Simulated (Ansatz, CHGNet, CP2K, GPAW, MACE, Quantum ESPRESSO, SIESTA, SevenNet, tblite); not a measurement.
# Which run comes nearest? Ti3C2O2 MXene, 1 layer (61 atoms)

The cell holds 61 atoms: 25 Ti, 18 C and 18 O. Its edges and angles: a = 9.120 Å, b = 9.120 Å, c = 20.900 Å, α = 90.0°, β = 90.0°, γ = 120.0°. It derives from Ti3C2O2 (Ti3C2O2 MXene). 1 layer of Ti3C2O2 MXene (a = 3.04 Å), 3 x 3 cells; 14 Å of vacuum; 2 Ti removed at random; every coordinate displaced by a Gaussian of 0.03 Å. Then every atom was moved at random, 0.03 Å r.m.s. a Cartesian component. Vacuum lies along c.

Geometry: as built.

The reference, a calculation:

- method: Kohn-Sham DFT, PBE, SSSP efficiency 1.3.0 pseudopotentials, plane waves (Quantum ESPRESSO 7.5); sssp-pbe-1.3.0-efficiency, cutoffs 60/480 Ry, Γ point
- r.m.s. force component: 1.241 eV/Å
- longest force: 4.003 eV/Å
- time: 7.5 min on 4 MPI ranks of Arm Neoverse V1, shared host
- CPU time: 30 min

**Question.** The same geometry is run in other programs. How far does each lie from the reference, and what does it cost?
- CP2K PBE, TZVP-MOLOPT (SR for Ti), 800/50 Ry, diagonalisation (CP2K 2026.2; 4 MPI ranks)
- MACE MP-0b2 small potential (MACE MP-0b2 small; 1 thread)
- CP2K PBE, DZVP-MOLOPT-SR, 800/50 Ry, diagonalisation (CP2K 2026.2; 4 MPI ranks)
- CP2K PBE, SZV-MOLOPT-SR, 800/50 Ry, diagonalisation (CP2K 2026.2; 2 threads)
- SIESTA PBE, DZP, shift 0.002 Ry, mesh 500 Ry (SIESTA 5.4.2; 2 MPI ranks)
- CP2K RPBE, PBE potentials, DZVP-MOLOPT-SR, 800/50 Ry, diagonalisation (CP2K 2026.2; 4 MPI ranks)
- tblite GFN1-xTB (tblite 0.8.0; 1 thread)
- CHGNet 0.3.0 potential (CHGNet 0.3.0; 1 thread)
- SIESTA PBE, TZP, shift 0.01 Ry, mesh 500 Ry (SIESTA 5.4.2; 2 MPI ranks)
- SIESTA PBE, SZ, shift 0.01 Ry, mesh 500 Ry (SIESTA 5.4.2; 1 thread)

Differences are against the plane-wave reference, forces as r.m.s. over components; share is that over the reference's r.m.s. force, slope the least-squares factor from reference forces to these. Total energies of different programs have different zeros and aren't compared.

```tsv
run	Δ force, r.m.s. (meV/Å)	share (%)	slope	cores	CPU time	memory (GiB)
reference	-	-	-	4	30 min	4.8
CP2K PBE, TZVP-MOLOPT (SR for Ti), 800/50 Ry, diagonalisation	21.4	1.72	0.994	4	28 min	9.9
MACE MP-0b2 small potential	558	44.9	0.726	1	7 s	0.67
CP2K PBE, DZVP-MOLOPT-SR, 800/50 Ry, diagonalisation	25.3	2.04	1.004	4	14 min	9.0
CP2K PBE, SZV-MOLOPT-SR, 800/50 Ry, diagonalisation (coarse)	279	22.5	0.966	2	7.9 min	7.2
SIESTA PBE, DZP, shift 0.002 Ry, mesh 500 Ry	121	9.72	0.960	2	19 min	2.4
CP2K RPBE, PBE potentials, DZVP-MOLOPT-SR, 800/50 Ry, diagonalisation	75.5	6.08	0.997	4	14 min	9.0
tblite GFN1-xTB	449	36.1	0.789	1	3 s	0.13
CHGNet 0.3.0 potential	497	40.1	0.806	1	4.3 s	0.96
SIESTA PBE, TZP, shift 0.01 Ry, mesh 500 Ry	28.7	2.31	0.997	2	10 min	2.0
SIESTA PBE, SZ, shift 0.01 Ry, mesh 500 Ry (coarse)	295	23.8	1.067	1	2.3 min	0.86
```

Rows marked coarse were listed beforehand as settings not expected to be converged; some can still land near the reference.

Times of the machine-learned potentials are mostly Python's start and the loading of weights.

CPU time is summed over cores on a shared host, where runs went side by side, so it is rough. Symmetry, cutoffs, thresholds, outputs and thread counts weren't matched or tuned between programs; memory under MPI is the largest rank's times the ranks.

The PBE runs in local orbitals, coarse settings apart, differ by 1.7 % (CP2K PBE, TZVP-MOLOPT (SR for Ti), 800/50 Ry, diagonalisation) to 9.7 % (SIESTA PBE, DZP, shift 0.002 Ry, mesh 500 Ry); basis, grid and potentials can all enter. Tight binding differs by 36 % (tblite GFN1-xTB); it is another model, with fitted parameters of its own, and the xTB methods hold dispersion. Machine-learned potentials differ by 40 % (CHGNet 0.3.0 potential) to 45 % (MACE MP-0b2 small potential); they were trained on other programs' data. Among those trained on PBE data the slope goes as low as 0.73, with a correlation of 0.90, so directions differ as well as sizes. Rows with another functional or a dispersion term differ by 6.1 % (CP2K RPBE, PBE potentials, DZVP-MOLOPT-SR, 800/50 Ry, diagonalisation), which mixes the change of model with differences of basis and potentials, some of them made for another functional. Periodic xTB results under one method name differ between programs and library versions. Machine-learned potentials mimic data converged in k, so the reference's own k-point error enters their differences. The runs have no spin polarisation, so any moments at edges, vacancies or dangling bonds can't form. The electronic-structure runs sample only Γ, in a cell whose shortest periodic width is 8 Å, which is coarse for a cell with partly filled levels.

[Logs are printed without paths, hosts, clocks, repeated set-up lines and the standing remarks that a program may print on its own settings, such as how far it seeks lower states.]

[Hosts, paths, dates, database ids (printed as entryN), source tags and the programs' standing remarks are cut or masked in the printed files.]
